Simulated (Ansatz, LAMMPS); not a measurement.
# An extra electron or hole in glassy 65SnO2-35SiO2 (mol %) (60 atoms): runs compared

Aim: add and remove one electron in glassy 65SnO2-35SiO2 (mol %) (60 atoms), with atoms held and relaxed, and read trapping energy and localisation.

Computed with Ansatz 0.2.0: Kohn-Sham DFT, PBE, PAW (set soft_1), plane waves.

### 1. The cell as built

The cell holds 60 atoms: 13 Sn, 7 Si and 40 O. Its edges and angles: a = 9.248 Å, b = 9.248 Å, c = 9.248 Å, α = 90.0°, β = 90.0°, γ = 90.0°. 60 atoms (13 Sn, 7 Si, 40 O) placed at random at 4.63 g/cm³, melted at 4000 K for 10 ps at fixed volume with the Morse and Coulomb pair potential with partial charges (Pedone, Malavasi, Menziani, Cormack and Segre, J. Phys. Chem. B 110, 11780 (2006)). Quenched from 4000 K to 300 K at 10 K/ps and fixed volume, held 10 ps at zero pressure, then minimised at fixed cell.

Limits known from the start: The quench rate of 10 K/ps far exceeds what a furnace or splat quench reaches, so expect more defects and frozen-in strain than in a real sample. The network of bonds at the start is that of the classical potential that made the cell, and needn't be the one that DFT or experiment would give. Only the Γ point is sampled, in a cell whose shortest periodic width is 9 Å.

### 2. The reference run

The reference is a single point at the end of the relaxation.

The charged cells start from the geometry of this run, on a uniform background, with spin and a narrow Fermi–Dirac smearing.

Its input, with most atom lines left out:

```yaml
crystal:
  lattice:
    - [9.24821, 0.0, 0.0]
    - [0.0, 9.24821, 0.0]
    - [0.0, 0.0, 9.24821]
  atoms:
    - { symbol: Sn, position: [0.42527, 0.89601, 0.47688] }
    - { symbol: Sn, position: [0.04452, 0.7613, 0.37259] }
    - { symbol: Sn, position: [0.30008, 0.30259, 0.00733] }
    - { symbol: Sn, position: [0.99815, 0.4072, 0.14284] }
    - { symbol: Sn, position: [0.6609, 0.83558, 0.80755] }
    - { symbol: Sn, position: [0.601, 0.49281, 0.98567] }
    - { symbol: Sn, position: [0.92071, 0.28057, 0.83269] }
    [... atom lines 8 to 60 left out ...]
kpoints:
  mp_grid: { grid: [1, 1, 1] }
hamiltonian:
  xc: pbe
  pseudopotentials: { kind: paw, azcp: { folder: soft_1 } }
scf:
  occupations: { method: fixed }
output:
  forces: true
  stress: true
  populations: true
  dos:
    method: { smearing: { sigma: 0.1 } }
    de: 0.1
    projected: { site_lists: { O: [O], Si: [Si], Sn: [Sn] } }
  eigenvalues: true
  write_density: true
  write_potential: true
  volumetric_format: npy
```

* free energy per atom: -1757.8898 eV/atom
* r.m.s. force component: 0.00539 eV/Å
* pressure: 0.01643 GPa

Filled and empty levels are parted by 1.01 eV (at Γ alone); a semilocal functional tends to put such gaps too low. In a disordered cell it changes from sample to sample, and tail or defect levels can set it.

### 3. The runs

Each row is one run, on 4 threads of Arm Neoverse V1, shared host. The free energy is the program's total, comparable only between runs with the same functional, potentials and atoms; between charge states it hangs on the program's zero of potential.

| run | atoms | outcome | ionic steps, all passes | free energy (eV) | time | host memory (GiB) |
| --- | --- | --- | --- | --- | --- | --- |
| Single point at the start | 60 | converged | - | -105470.728 | 7.1 s | 0.9 |
| Relaxation | 60 | converged | 11 | -105473.387 | 49 s | 0.93 |
| Single point at the relaxed geometry | 60 | converged | - | -105473.387 | 10 s | 0.96 |
| An extra electron, atoms held | 60 | converged | - | -105466.053 | 22 s | 1.5 |
| An extra electron, atoms relaxed | 60 | converged | 4 | -105466.087 | 38 s | 1.4 |
| An extra electron, levels at the relaxed geometry | 60 | converged | - | -105466.087 | 22 s | 1.5 |
| Neutral at the geometry of the electron | 60 | converged | - | -105473.350 | 9.3 s | 0.96 |
| An extra hole, atoms held | 60 | converged | - | -105479.579 | 37 s | 1.5 |
| An extra hole, atoms relaxed | 60 | converged | 12 | -105479.755 | 2.5 min | 1.5 |
| An extra hole, levels at the relaxed geometry | 60 | converged | - | -105479.755 | 24 s | 1.5 |
| Neutral at the geometry of the hole | 60 | converged | - | -105472.808 | 11 s | 0.96 |

Local excerpt of 8 atoms (numbers count through the whole input) about O58, which holds the most spin of the extra hole after relaxation; x, y, z are measured from there.

```csv
atom,x,y,z,distance (Å),Löwdin charge (e),moment (μB)
O58,0.00,0.00,0.00,0.00,-0.62,0.40
Sn8,1.93,0.78,-0.34,2.10,1.74,0.00
Sn4,-1.17,-1.67,-0.76,2.17,1.77,0.00
O24,-0.73,0.05,2.26,2.37,-0.63,0.25
Sn2,-0.73,1.90,1.43,2.48,1.78,0.00
O27,-1.77,1.88,-0.39,2.61,-0.73,0.01
O35,1.39,1.82,1.42,2.70,-0.77,0.00
O57,0.58,-2.69,-0.09,2.75,-0.75,0.00
```

### 4. Energies and spread of the extra charge

Energies are differences within one cell and functional; the shift is the gain plus the neutral cell's energy at the new geometry, that is how much cheaper the vertical process becomes there. The spread is the participation number of the site moments (1/Σw², over the spin inside atomic spheres), with the atom that holds the largest share and the spin that the spheres hold in all.

```
 carrier  charged less neutral, atoms held (eV)  gain on relaxing (eV)  neutral cell at that geometry, less the reference (eV)  shift of the vertical energy (eV)       spread, atoms held         spread, relaxed
electron                                  7.334                  0.034                                                   0.037                              0.071   40; O44 7 % of 0.44 μB  39; O44 7 % of 0.45 μB
    hole                                 -6.191                  0.176                                                   0.579                              0.756  15; O58 12 % of 0.84 μB  3; O58 45 % of 0.90 μB
```

### 5. Outcome

The extra electron gains 0.034 eV as the atoms relax, and its spin stays on about 39 atoms: it stays spread out at this level. With the atoms held, the spheres hold only 0.44 of the 0.93 μB, so the spread is read from a small part of the spin. The extra hole gains 0.18 eV as the atoms relax, and its spin goes from about 15 to 3 atoms: a partial localisation as the atoms move, with the largest share on O58. The O58–O24 distance goes from 2.65 to 2.37 Å. Adding the two vertical energies gives 1.14 eV, against a gap of 1.01 eV in the neutral cell. The zero of the potential cancels in this sum; the excess isn't taken apart here: charging of a small cell, filling of bands on a coarse mesh and the attraction to the background can all enter.

**Limits.** Single energies of charged cells hang on the program's zero of potential. In the spin-polarised runs the search for a state of lower energy was switched off. No distortion was seeded, so a trapped state behind a barrier can't be found. Local and semilocal functionals favour spread-out charges, so trapping can be missed. Charged cells carry a uniform background, with no correction for images.

The DFT runs together took 6.4 min of wall time.

[Logs are printed without paths, hosts, clocks, repeated set-up lines and the standing remarks that a program may print on its own settings, such as how far it seeks lower states.]

[Hosts, paths, dates, database ids (printed as entryN), source tags and the programs' standing remarks are cut or masked in the printed files.]
